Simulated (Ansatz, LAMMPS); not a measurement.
# What went wrong? liquid mixture of acetone and H2O at 300 K (76 atoms)

Program: Ansatz 0.2.0. The cell: 21 C, 9 O and 46 H.

input.yaml reads:

```yaml
crystal:
  lattice:
    - [9.70506, 0.0, 0.0]
    - [0.0, 9.70506, 0.0]
    - [0.0, 0.0, 9.70506]
  atoms:
    - { symbol: C, position: [0.38406, 0.90044, 0.55035] }
    - { symbol: C, position: [0.41285, 0.03296, 0.4694] }
    - { symbol: C, position: [0.29567, 0.13158, 0.46542] }
    - { symbol: O, position: [0.51774, 0.04564, 0.40381] }
    - { symbol: H, position: [0.31985, 0.83744, 0.48543] }
    - { symbol: H, position: [0.32565, 0.92392, 0.6444] }
    - { symbol: H, position: [0.48251, 0.84979, 0.58804] }
    - { symbol: H, position: [0.20464, 0.07615, 0.41911] }
    - { symbol: H, position: [0.32428, 0.22406, 0.397] }
    - { symbol: H, position: [0.28295, 0.16319, 0.57286] }
    - { symbol: C, position: [0.07249, 0.69023, 0.09172] }
    - { symbol: C, position: [0.02128, 0.82752, 0.04648] }
    - { symbol: C, position: [0.88113, 0.86656, 0.10392] }
    - { symbol: O, position: [0.08545, 0.91408, 0.98368] }
    - { symbol: H, position: [0.1137, 0.63174, 0.01192] }
    - { symbol: H, position: [0.99559, 0.63722, 0.15474] }
    - { symbol: H, position: [0.15314, 0.70592, 0.17236] }
    - { symbol: H, position: [0.86524, 0.96691, 0.06196] }
    [... 52 atom lines left out ...]
    - { symbol: O, position: [0.05011, 0.48402, 0.54146] }
    - { symbol: H, position: [0.00105, 0.42245, 0.47498] }
    - { symbol: H, position: [0.15168, 0.47819, 0.52513] }
    - { symbol: O, position: [0.96987, 0.26923, 0.3584] }
    - { symbol: H, position: [0.97957, 0.30748, 0.26322] }
    - { symbol: H, position: [0.9485, 0.16858, 0.35295] }
kpoints:
  mp_grid: { grid: [1, 1, 1] }
hamiltonian:
  xc: pbe
  dispersion: d3bj
scf:
  occupations: { method: fixed }
  eigensolver: { kind: { support_functions: { accuracy: medium, radius: 3.01 } } }
  max_iter: 150
output:
  forces: true
  eigenvalues: true
```

The run is started by

```console
$ ansatz run input.yaml --threads 4 --pin off --max-ram 8192MiB --backend cpu --events-out ev --progress --plain --runs-dir out
```

What it wrote:

```text
Warning: scf.eigensolver.kind.support_functions: disabling space-group detection — the functions' gradient is summed over unrotated k-points, so no spatial operation reduces the k-mesh or symmetrises the density; time reversal is kept, so that k and −k are solved as one point where they differ and the mesh holds both, and exact exchange and, on two spinor components, a DFT+U term hold to it where the run has them: [...]
Warning: basis.ecutwfc = 464 eV, auto-derived: no grid that the accuracy of the support functions lays serves the files at the lower one that their records recommend; a deck with other species or settings can derive another value
settings of this run that can trade accuracy for cost: scf.eigensolver.kind.support_functions [...]
Engine: ansatz 0.2.0, aarch64-unknown-linux-gnu
Pseudopotentials: kind: paw
Pseudopotential: C, paw, valence charge 4, recommended cutoff 420 eV (normal), C.paw.azcp
Pseudopotential: O, paw, valence charge 6, recommended cutoff 420 eV (normal), O.paw.azcp
Pseudopotential: H, paw, valence charge 1, recommended cutoff 420 eV (normal), H.paw.azcp
[... 5 lines on functional and potentials left out ...]
Error: SCF: the radius of support functions is under 3.36 Å, the least for these sites at the functions' level (scf.eigensolver.kind.support_functions.accuracy). Use scf.eigensolver.kind: auto, or type scf.eigensolver.kind.support_functions.radius at least as long, [...]
```

Wall time 3 s (4 threads of Arm Neoverse V2, shared host); peak memory 0.22 GiB.

Q: Name the fault and the fix.

A radius under the least that the level allows: support_functions.accuracy = "medium" and support_functions.radius = 3.01.

The fix is to use a longer radius.

The run ended with an error.

[Logs are printed without paths, hosts, clocks, repeated set-up lines and the standing remarks that a program may print on its own settings, such as how far it seeks lower states.]

[Hosts, paths, dates, database ids (printed as entryN), source tags and the programs' standing remarks are cut or masked in the printed files.]
